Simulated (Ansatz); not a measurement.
## TiC (model cell, started as NiAs type): the cell at rest

Wanted: the relaxed cell of TiC (model cell, started as NiAs type).

Method: DFT PBEsol, scalar-relativistic, plane waves, PAW, in Ansatz 0.2.0.

The structure was built from a prototype and need not be the compound's stable phase.

## (1) The structure

The structure is hexagonal, space group P6_3/mmc (No. 194). The conventional cell has a = 2.888 Å, b = 2.888 Å, c = 4.620 Å, α = 90.00°, β = 90.00°, γ = 120.00°. Nearest to Ti lie 6 C at 2.03 Å. C has 6 Ti at 2.03 Å nearest. Farther neighbours are not listed.

## (2) Probe on a coarse mesh

First a cheap look: the gap decides the mesh and the occupations, the pressure tells how far the cell has to move.

The input, input.yaml:

```yaml
crystal:
  lattice:
    - [2.88761, 0.0, 0.0]
    - [-1.44381, 2.50075, 0.0]
    - [0.0, 0.0, 4.62018]
  atoms:
    - { symbol: Ti, position: [0.0, 0.0, 0.0] }
    - { symbol: Ti, position: [0.0, 0.0, 0.5] }
    - { symbol: C, position: [0.333333, 0.666667, 0.25] }
    - { symbol: C, position: [0.666667, 0.333333, 0.75] }
kpoints:
  mp_grid: { grid: [9, 9, 4] }
hamiltonian:
  xc: pbesol
scf:
  occupations: { method: gaussian, width: 0.1 }
output:
  forces: true
  stress: true
  eigenvalues: true
```

Started as:

```bash
$ ansatz run input.yaml --threads 4 --pin off --max-ram 7168MiB --backend cpu --events-out ev --progress --plain --runs-dir out
```

Numbers of over 12 decimals in the logs are rounded to 6 here.

The log of the run:

```text
[...]
--- Band table (eV; the first three rows and the last of 36) ---
  k-point 0: bands = [... 12 lower, 14.3720, 16.2652, 18.7615, 18.7615, 19.7056, 19.7056, 20.2130, 20.2130]
  k-point 1: bands = [... 12 lower, 14.7828, 16.4010, 17.7570, 17.7570, 19.1604, 19.1604, 20.3957, 21.2789]
  k-point 2: bands = [... 12 lower, 15.9594, 15.9594, 15.9594, 15.9594, 20.2284, 20.2284, 20.2284, 20.2284]
  k-point 35: bands = [... 12 lower, 15.3315, 15.3315, 16.3782, 16.3782, 19.9676, 19.9676, 21.2889, 21.2889]
[key lines of the parts left out:]
SCF converged after 6 iterations
Free energy (F): -5440.278202 eV
Fermi energy:    17.724000 eV
P = ⅓ Tr σ = 91.6867 GPa (916.867 kbar)
```

The job ended after 0.48 s (4 threads of Arm Neoverse V2, shared host; peak memory 0.31 GiB).

Numbers from this step:

```yaml
pressure: 91.69 GPa
volume_per_atom: 8.341 Å³
gap_on_the_k_mesh: 0 eV
```

The coarse mesh shows no gap and a pressure of 91.7 GPa.

## (3) Coarse relaxation

A rough relaxation comes first, because large forces or stress need no tight tolerances yet.

Edit input.yaml of step 2 so:

```diff
@@ -20 +20,6 @@
   eigenvalues: true
+relax:
+  adjacent_minimum: "off"
+  f_tol: 0.05
+  max_steps: 80
+  cell: { stress_tol: 0.5 }
```

The log of the run:

```text
[...]
Crystal: 4 atoms, lattice volume = 33.363 Å³
Basis set: ecut = 420 eV, 639 PW (Γ), exchange–correlation on 40×40×64 points (8 copies of the dense FFT grid, shifted against one another)
Bands: 20, of which v1, the nominal top of the filled ones, is band 16 counted from 1 (15 counted from 0)
Symmetry: 24 space group operations
[...]
F+E_penalty+E_count = -5442.97203681 eV   max|allowed force component| = 1.850e-16 eV/Å   (the final SCF, on the basis selected at the relaxed cell)
  cell:  # Å, volume = 41.9417 Å³
    - [3.010631, 3.009732133207926e-6, 0.0]
    - [-1.505318, 2.607282, 0.0]
    - [0.0, 0.0, 5.343187]
  atoms:
    - { symbol: Ti, position: [0, 0, 0] }
    - { symbol: Ti, position: [0, 0, 0.500000] }
    - { symbol: C, position: [0.333333, 0.666667, 0.250000] }
    - { symbol: C, position: [0.666667, 0.333333, 0.750000] }
[key lines of the parts left out:]
SCF converged after 7 iterations
Free energy (F): -5442.972037 eV
Fermi energy:    13.779264 eV
P = ⅓ Tr σ = 0.1732 GPa (1.732 kbar)
```

It took 4.3 s on 4 threads; peak memory 0.34 GiB.

Relaxation path:

```tsv
step	energy less that of the first step (eV)	largest force component (eV/Å)	pressure (GPa)	volume (Å³)
1	0.0000	0.0000	91.69	33.36
2	-1.5498	0.0000	51.64	36.21
3	-2.3597	0.0000	22.89	38.87
4	-2.6153	0.0000	3.59	41.14
5	-2.6184	0.0000	-0.81	41.83
6	-2.6210	0.0000	-0.04	41.65
7*	-2.6907	0.0000	2.06	41.65
8	-2.6934	0.0000	0.18	41.94
9*	-2.6938	0.0000	0.17	41.94
```

Relaxation steps marked * repeat the geometry before them on a plane-wave basis chosen anew for their cell, so energy and pressure can jump there.

The run keeps the 24 symmetry operations that it works with, so distortions that break them were not tested.

```tsv
cell as run	before	after	change
a (Å)	2.888	3.011	+4.3 %
b (Å)	2.888	3.011	+4.3 %
c (Å)	4.620	5.343	+15.6 %
volume (Å³/atom)	8.34	10.49	+25.7 %
```

The relaxed structure:

```xyz
4
Lattice="3.0106 0.0000 0.0000 -1.5053 2.6073 0.0000 0.0000 0.0000 5.3432" Properties=species:S:1:pos:R:3 pbc="T T T"
Ti    0.0000    0.0000    0.0000
Ti    0.0000    0.0000    2.6716
C     0.0000    1.7382    1.3358
C     1.5053    0.8691    4.0074
```

This step gave:

* pressure: 0.1732 GPa
* volume per atom: 10.49 Å³

In this step the volume went from 8.34 to 10.49 Å³/atom.

## (4) Relaxation

The cell and atoms are relaxed, since residual forces and stress would shift the frequencies.

The input, input.yaml:

```yaml
crystal:
  lattice:
    - [3.0106312102, 3.0097e-06, 0.0]
    - [-1.5053182116, 2.6072816046, 0.0]
    - [0.0, 0.0, 5.3431871817]
  atoms:
    - { symbol: Ti, position: [0.0, 0.0, 0.0] }
    - { symbol: Ti, position: [0.0, 0.0, 0.5] }
    - { symbol: C, position: [0.3333333333, 0.6666666667, 0.25] }
    - { symbol: C, position: [0.6666666667, 0.3333333333, 0.75] }
kpoints:
  mp_grid: { grid: [15, 15, 8] }
hamiltonian:
  xc: pbesol
scf:
  occupations: { method: gaussian, width: 0.1 }
output:
  forces: true
  stress: true
  eigenvalues: true
  write_density: true
  write_potential: true
  elf: true
  volumetric_format: npy
relax:
  adjacent_minimum: "off"
  f_tol: 0.005
  max_steps: 80
  cell: { stress_tol: 0.05 }
```

The log of the run:

```text
[...]
Crystal: 4 atoms, lattice volume = 41.942 Å³
Basis set: ecut = 420 eV, 809 PW (Γ), exchange–correlation on 48×48×72 points (8 copies of the dense FFT grid, shifted against one another)
Bands: 20, of which v1, the nominal top of the filled ones, is band 16 counted from 1 (15 counted from 0)
Symmetry: 24 space group operations
[...]
k-points: 135 of 1800
[...]
SCF iter   1: F=—  HF=-5442.995093 eV  |F-HF|=—  |Δ(HF+E_count)|=         —  Δρ=1.17e-2  dr2=5.88e-2  ethr=1.77e-3  ⟨swp⟩=4.7  Hψ=10291  notcnv=0
[...]
SCF iter   6: F=-5442.980514 eV  HF=-5442.980514 eV  |F-HF|=3.27e-8  |Δ(HF+E_count)|=   1.39e-7  Δρ=9.66e-6  dr2=4.97e-8  ethr=3.13e-10  ⟨swp⟩=8.1  Hψ=16649  notcnv=0
SCF 1 converged in 6 iterations: F = -5442.980514 eV  dr2 = 4.97e-8
[...]
relax step   1: F+E_penalty+E_count = -5442.98051360 eV  Δ(F+E_penalty+E_count) = +0.000e0 eV  max|allowed force component| = 5.921e-16 eV/Å  Δτ_max = 0.0000 Å  P = +0.077 GPa  Ω = 41.942 Å³  (6 SCF iters, dr2 threshold 1.00e-7 eV, accepted)
Crystal: 4 atoms, lattice volume = 41.969 Å³
Basis set: ecut = 420 eV, 821 PW (Γ), exchange–correlation on 48×48×72 points (8 copies of the dense FFT grid, shifted against one another)
[...]
SCF iter   6: F=-5442.980451 eV  HF=-5442.980451 eV  |F-HF|=4.55e-12  |Δ(HF+E_count)|=  2.91e-11  Δρ=2.33e-7  dr2=2.07e-11  ethr=1.00e-12  ⟨swp⟩=3.3  Hψ=11433  notcnv=0
SCF 2 converged in 6 iterations: F = -5442.980451 eV  dr2 = 2.07e-11
relax step   2: F+E_penalty+E_count = -5442.98045097 eV  Δ(F+E_penalty+E_count) = +6.263e-5 eV  max|allowed force component| = 1.850e-16 eV/Å  Δτ_max = 0.0000 Å  P = -0.014 GPa  Ω = 41.969 Å³  energy of the carried Pulay correction = -4.373e-5 eV  (6 SCF iters, dr2 threshold 1.20e-7 eV, rejected (line search))
Crystal: 4 atoms, lattice volume = 41.957 Å³
[...]
SCF iter   6: F=-5442.980525 eV  HF=-5442.980525 eV  |F-HF|=2.73e-12  |Δ(HF+E_count)|=  1.18e-11  Δρ=1.02e-7  dr2=3.83e-12  ethr=1.00e-12  ⟨swp⟩=5.0  Hψ=10443  notcnv=0
SCF 3 converged in 6 iterations: F = -5442.980525 eV  dr2 = 3.83e-12
relax step   3: F+E_penalty+E_count = -5442.98052525 eV  Δ(F+E_penalty+E_count) = -1.165e-5 eV  max|allowed force component| = 2.035e-16 eV/Å  Δτ_max = 0.0000 Å  P = +0.017 GPa  Ω = 41.957 Å³  energy of the carried Pulay correction = -2.464e-5 eV  (6 SCF iters, accepted)
[...]
SCF iter   8: F=-5442.980550 eV  HF=-5442.980550 eV  |F-HF|=1.82e-12  |Δ(HF+E_count)|=  9.09e-13  Δρ=3.59e-10  dr2=5.57e-17  ethr=1.00e-12  ⟨swp⟩=1.2  Hψ=6011  notcnv=0
SCF 4 converged in 8 iterations: F = -5442.980550 eV  dr2 = 5.57e-17
relax step   4: F+E_penalty+E_count = -5442.98054973 eV  Δ(F+E_penalty+E_count) = -2.448e-5 eV  max|allowed force component| = 3.516e-16 eV/Å  Δτ_max = 0.0000 Å  P = +0.018 GPa  Ω = 41.957 Å³  stress off target by 2.13e-2 GPa  SCF on the basis re-selected at this cell (its energy is not comparable with the rows above)  (8 SCF iters)
[...]
SCF converged after 8 iterations
Free energy (F): -5442.980550 eV
[...]
Internal energy: -5442.976516 eV  (E = F + TS)
E sigma→0 (E₀):  -5442.978533 eV
Entropy (-TS):   -0.004034 eV (-1.008 meV/atom)
Fermi energy:    13.891120 eV
[...]
--- Stress (GPa, compression-positive) ---
        0.015698       0.000000       0.000000
        0.000000       0.015698       0.000000
        0.000000       0.000000       0.021325
  P = ⅓ Tr σ = 0.0176 GPa (0.176 kbar)
--- Band table (eV; the first three rows and the last of 135) ---
  k-point 0: bands = [... 12 lower, 11.7008, 12.7752, 15.0931, 15.0931, 15.1000, 15.1000, 15.2400, 16.0513]
  k-point 1: bands = [... 12 lower, 11.7704, 12.6822, 14.6779, 14.6779, 15.1453, 15.1453, 15.2765, 16.2946]
  k-point 2: bands = [... 12 lower, 11.9772, 12.3616, 13.9980, 13.9980, 15.2973, 15.2973, 15.4561, 16.3417]
  k-point 134: bands = [... 12 lower, 11.4111, 11.4111, 11.6849, 11.6849, 15.2917, 15.2917, 16.9608, 16.9608]
--- Relaxed structure (3 steps of the walk, 2 accepted, 1 SCFs on fresh bases) ---
[...]
cell:  # Å, volume = 41.9572 Å³
    - [3.011878, 3.010960138292667e-6, 0.0]
    - [-1.505942, 2.608362, 0.0]
    - [0.0, 0.0, 5.340732]
  atoms:
    - { symbol: Ti, position: [0, 0, 0.0] }
    - { symbol: Ti, position: [0, 0, 0.500000] }
    - { symbol: C, position: [0.333333, 0.666667, 0.250000] }
    - { symbol: C, position: [0.666667, 0.333333, 0.75] }
```

Elapsed: 6.4 s, on 4 threads; peak memory 0.42 GiB.

Little changed from the start: no atom moved by 0.005 Å and no cell edge by 0.1 %.

This step gave:

| Item | Value |
| --- | --- |
| pressure | 0.01757 GPa |

ELF in the ac plane at fractional y = 1.000, with atoms of Ti within 0.2 Å of it. It is the smooth field of the valence electrons, not physical close to the nuclei.

Values, 24 rows by 16 columns, each cell a mean:
```
0.13 0.28 0.55 0.64 0.40 0.13 0.11 0.21 0.27 0.21 0.11 0.13 0.40 0.64 0.55 0.28
0.52 0.57 0.61 0.50 0.24 0.12 0.19 0.34 0.41 0.34 0.19 0.12 0.24 0.50 0.61 0.57
0.56 0.53 0.43 0.26 0.15 0.19 0.36 0.52 0.57 0.52 0.36 0.19 0.15 0.26 0.43 0.53
0.29 0.26 0.20 0.16 0.22 0.39 0.56 0.65 0.67 0.65 0.56 0.39 0.22 0.16 0.20 0.26
0.17 0.17 0.19 0.27 0.41 0.57 0.67 0.70 0.71 0.71 0.67 0.57 0.41 0.27 0.19 0.17
0.20 0.21 0.26 0.37 0.52 0.64 0.70 0.72 0.72 0.72 0.70 0.64 0.52 0.37 0.26 0.21
0.15 0.16 0.20 0.29 0.44 0.60 0.68 0.71 0.71 0.71 0.68 0.60 0.44 0.29 0.20 0.16
0.24 0.21 0.16 0.16 0.24 0.42 0.59 0.66 0.68 0.67 0.59 0.42 0.24 0.16 0.16 0.21
0.56 0.53 0.41 0.24 0.14 0.19 0.38 0.54 0.58 0.54 0.38 0.19 0.14 0.24 0.41 0.53
0.55 0.59 0.61 0.48 0.23 0.12 0.20 0.35 0.42 0.35 0.20 0.12 0.23 0.48 0.61 0.59
0.18 0.31 0.57 0.63 0.39 0.13 0.12 0.21 0.28 0.21 0.12 0.13 0.39 0.63 0.57 0.31
0.00 0.12 0.49 0.66 0.46 0.15 0.10 0.17 0.23 0.17 0.10 0.15 0.46 0.66 0.49 0.12
0.15 0.28 0.55 0.64 0.40 0.13 0.11 0.21 0.27 0.21 0.11 0.13 0.40 0.64 0.55 0.28
0.51 0.56 0.61 0.50 0.25 0.12 0.19 0.33 0.41 0.33 0.19 0.12 0.25 0.50 0.61 0.56
0.57 0.54 0.44 0.26 0.14 0.18 0.36 0.52 0.57 0.52 0.36 0.18 0.14 0.26 0.44 0.54
0.29 0.25 0.18 0.15 0.21 0.38 0.56 0.65 0.67 0.65 0.56 0.38 0.21 0.15 0.18 0.25
0.15 0.16 0.19 0.27 0.43 0.59 0.68 0.71 0.71 0.71 0.68 0.59 0.43 0.27 0.19 0.16
0.20 0.21 0.27 0.38 0.52 0.64 0.71 0.72 0.72 0.72 0.70 0.64 0.52 0.38 0.27 0.21
0.17 0.17 0.21 0.29 0.43 0.59 0.68 0.71 0.71 0.71 0.68 0.59 0.43 0.29 0.21 0.17
0.26 0.24 0.19 0.17 0.24 0.41 0.58 0.66 0.68 0.66 0.58 0.41 0.24 0.17 0.19 0.24
0.54 0.50 0.40 0.24 0.15 0.21 0.39 0.54 0.58 0.54 0.39 0.21 0.15 0.24 0.40 0.50
0.54 0.58 0.60 0.47 0.23 0.12 0.21 0.36 0.43 0.36 0.21 0.12 0.23 0.47 0.60 0.58
0.18 0.31 0.56 0.63 0.39 0.13 0.12 0.22 0.28 0.22 0.12 0.13 0.39 0.63 0.56 0.31
0.01 0.10 0.48 0.66 0.46 0.16 0.09 0.17 0.23 0.17 0.09 0.16 0.46 0.66 0.48 0.10
```
Columns run along a (3.0 Å), rows up along c (5.3 Å). Atoms in or near the plane, at fractional coordinates: Ti at (0.00, 0.00), Ti at (0.00, 0.50).

Valence density in the ac plane at fractional y = 1.000, with atoms of Ti within 0.2 Å of it. It is the smooth field of the valence electrons, not physical close to the nuclei.

Values in e/Å³, 24 rows by 16 columns, each cell a mean:
```
 9  9  7  3  1  0  0  0  0  0  0  0  1  3  7  9
 7  6  4  2  1  0  0  0  0  0  0  0  1  2  4  6
 3  2  2  1  0  0  0  0  0  0  0  0  0  1  2  2
 1  1  1  0  0  0  0  0  0  0  0  0  0  0  1  1
 0  0  0  0  0  0  0  0  0  0  0  0  0  0  0  0
 0  0  0  0  0  0  0  0  1  0  0  0  0  0  0  0
 0  0  0  0  0  0  0  0  0  0  0  0  0  0  0  0
 1  1  0  0  0  0  0  0  0  0  0  0  0  0  0  1
 3  2  1  1  0  0  0  0  0  0  0  0  0  1  1  2
 6  6  4  2  1  0  0  0  0  0  0  0  1  2  4  6
 9  9  6  3  1  0  0  0  0  0  0  0  1  3  6  9
10 10  7  4  1  0  0  0  0  0  0  0  1  4  7 10
 9  9  7  3  1  0  0  0  0  0  0  0  1  3  7  9
 7  6  4  2  1  0  0  0  0  0  0  0  1  2  4  6
 3  3  2  1  0  0  0  0  0  0  0  0  0  1  2  3
 1  1  1  0  0  0  0  0  0  0  0  0  0  0  1  1
 0  0  0  0  0  0  0  0  0  0  0  0  0  0  0  0
 0  0  0  0  0  0  0  0  1  0  0  0  0  0  0  0
 0  0  0  0  0  0  0  0  0  0  0  0  0  0  0  0
 1  1  1  0  0  0  0  0  0  0  0  0  0  0  1  1
 3  2  1  1  0  0  0  0  0  0  0  0  0  1  1  2
 6  5  4  2  1  0  0  0  0  0  0  0  1  2  4  5
 9  9  6  3  1  0  0  0  0  0  0  0  1  3  6  9
10 10  8  4  1  0  0  0  0  0  0  0  1  4  8 10
```
Columns run along a (3.0 Å), rows up along c (5.3 Å). Atoms in or near the plane, at fractional coordinates: Ti at (0.00, 0.00), Ti at (0.00, 0.50).

Electrostatic potential energy in the ac plane at fractional y = 1.000, with atoms of Ti within 0.2 Å of it. With pseudopotentials it is smooth inside the atoms' cores, unlike the true potential.

Ten even steps from '_' (-25 eV) to '@' (14 eV):
```
______..--**%%@@@@@@%%**--..____
______::==##@@@@@@@@@@##==::____
....::==**%%@@@@@@@@@@%%**==::..
--==++##%%@@@@@@@@@@@@@@%%##++==
####%%@@@@@@@@@@@@@@@@@@@@%%%%##
@@@@@@@@@@@@@@@@@@@@@@@@@@@@@@@@
@@@@@@@@@@@@@@@@@@@@@@@@@@@@@@@@
%%%%@@@@@@@@@@@@@@@@@@@@@@@@@@%%
++**##%%@@@@@@@@@@@@@@@@@@%%##**
::::--++##@@@@@@@@@@@@@@##++--::
____..--++%%@@@@@@@@@@%%++--..__
______..==##@@@@@@@@@@##==..____
______..--**%%@@@@@@%%**--..____
______..--**%%@@@@@@%%**--..____
______..==##@@@@@@@@@@##==..____
____..--++%%@@@@@@@@@@%%++--..__
::::--++##@@@@@@@@@@@@@@##++--::
++**##%%@@@@@@@@@@@@@@@@@@%%##**
%%%%@@@@@@@@@@@@@@@@@@@@@@@@@@%%
@@@@@@@@@@@@@@@@@@@@@@@@@@@@@@@@
@@@@@@@@@@@@@@@@@@@@@@@@@@@@@@@@
####%%%%@@@@@@@@@@@@@@@@@@@@%%##
--==++##%%@@@@@@@@@@@@@@%%##++==
....::==**%%@@@@@@@@@@%%**==::..
______::==##@@@@@@@@@@##==::____
______..--**%%@@@@@@%%**--..____
______..--**%%@@@@@@%%**--..____
```
Columns run along a (3.0 Å; values clipped at the 3rd and 97th percentile), rows up along c (5.3 Å). Atoms in or near the plane, at fractional coordinates: Ti at (0.00, 0.00), Ti at (0.00, 0.50).

In this step the volume went from 10.49 to 10.49 Å³/atom.

## (5) Relaxing to small forces for the phonons

Phonons need a cell at rest on their own settings, so the relaxation is repeated with tight tolerances on forces and stress on the k mesh and occupations of the first response run.

The input, input.yaml:

```yaml
crystal:
  lattice:
    - [3.0118782521, 3.011e-06, 0.0]
    - [-1.5059417336, 2.6083615739, 0.0]
    - [0.0, 0.0, 5.340732012]
  atoms:
    - { symbol: Ti, position: [0.0, 0.0, 0.0] }
    - { symbol: Ti, position: [0.0, 0.0, 0.5] }
    - { symbol: C, position: [0.3333333333, 0.6666666667, 0.25] }
    - { symbol: C, position: [0.6666666667, 0.3333333333, 0.75] }
kpoints:
  mp_grid: { grid: [15, 15, 8] }
hamiltonian:
  xc: pbesol
scf:
  occupations: { method: methfessel_paxton, width: 0.15 }
output:
  forces: true
  stress: true
  eigenvalues: true
relax:
  adjacent_minimum: "off"
  f_tol: 0.001
  max_steps: 60
  cell: { stress_tol: 0.01 }
```

The log of the run:

```text
[...]
Crystal: 4 atoms, lattice volume = 41.957 Å³
Basis set: ecut = 420 eV, 809 PW (Γ), exchange–correlation on 48×48×72 points (8 copies of the dense FFT grid, shifted against one another)
Bands: 20, of which v1, the nominal top of the filled ones, is band 16 counted from 1 (15 counted from 0)
Symmetry: 24 space group operations
[...]
k-points: 135 of 1800
[...]
--- Relaxed structure (3 steps of the walk, 2 accepted, 1 SCFs on fresh bases) ---
[...]
cell:  # Å, volume = 41.9585 Å³
    - [3.011986, 3.011077738143996e-6, 0.0]
    - [-1.505996, 2.608455, 0.0]
    - [0.0, 0.0, 5.340519]
  atoms:
    - { symbol: Ti, position: [0, 0, 0.0] }
    - { symbol: Ti, position: [0, 0, 0.500000] }
    - { symbol: C, position: [0.333333, 0.666667, 0.250000] }
    - { symbol: C, position: [0.666667, 0.333333, 0.75] }
[key lines of the parts left out:]
SCF converged after 4 iterations
Free energy (F): -5442.978348 eV
Fermi energy:    13.898280 eV
P = ⅓ Tr σ = 0.0020 GPa (0.020 kbar)
```

Run time: 5.7 s. Hardware: 4 threads; peak memory 0.42 GiB; 21 s of CPU time.

Little changed from the start: no atom moved by 0.005 Å and no cell edge by 0.1 %.

This step gave:

| Property | Result |
| --- | --- |
| pressure | 0.001995 GPa |

The forces vanish by symmetry and the pressure is 0.002 GPa, within the tolerances set. The cell now holds 10.49 Å³/atom.

## (6) What came out

* space group after relaxation (within 0.01 Å): P6_3/mmc
* lattice constant a: 3.012 Å
* lattice constant b: 3.012 Å
* lattice constant c: 5.341 Å
* volume per atom: 10.5 Å³

The forces vanish by symmetry and the pressure is 0.002 GPa, within the tolerances set. The cell now holds 10.49 Å³/atom. The relaxation keeps the symmetry of its start, so it says nothing on stability against lower symmetry. The starting cell was built on a prototype and not taken from a measurement, so the phase need not exist.

[Logs are printed without paths, hosts, clocks, repeated set-up lines and the standing remarks that a program may print on its own settings, such as how far it seeks lower states.]

[Hosts, paths, dates, database ids (printed as entryN), source tags and the programs' standing remarks are cut or masked in the printed files.]
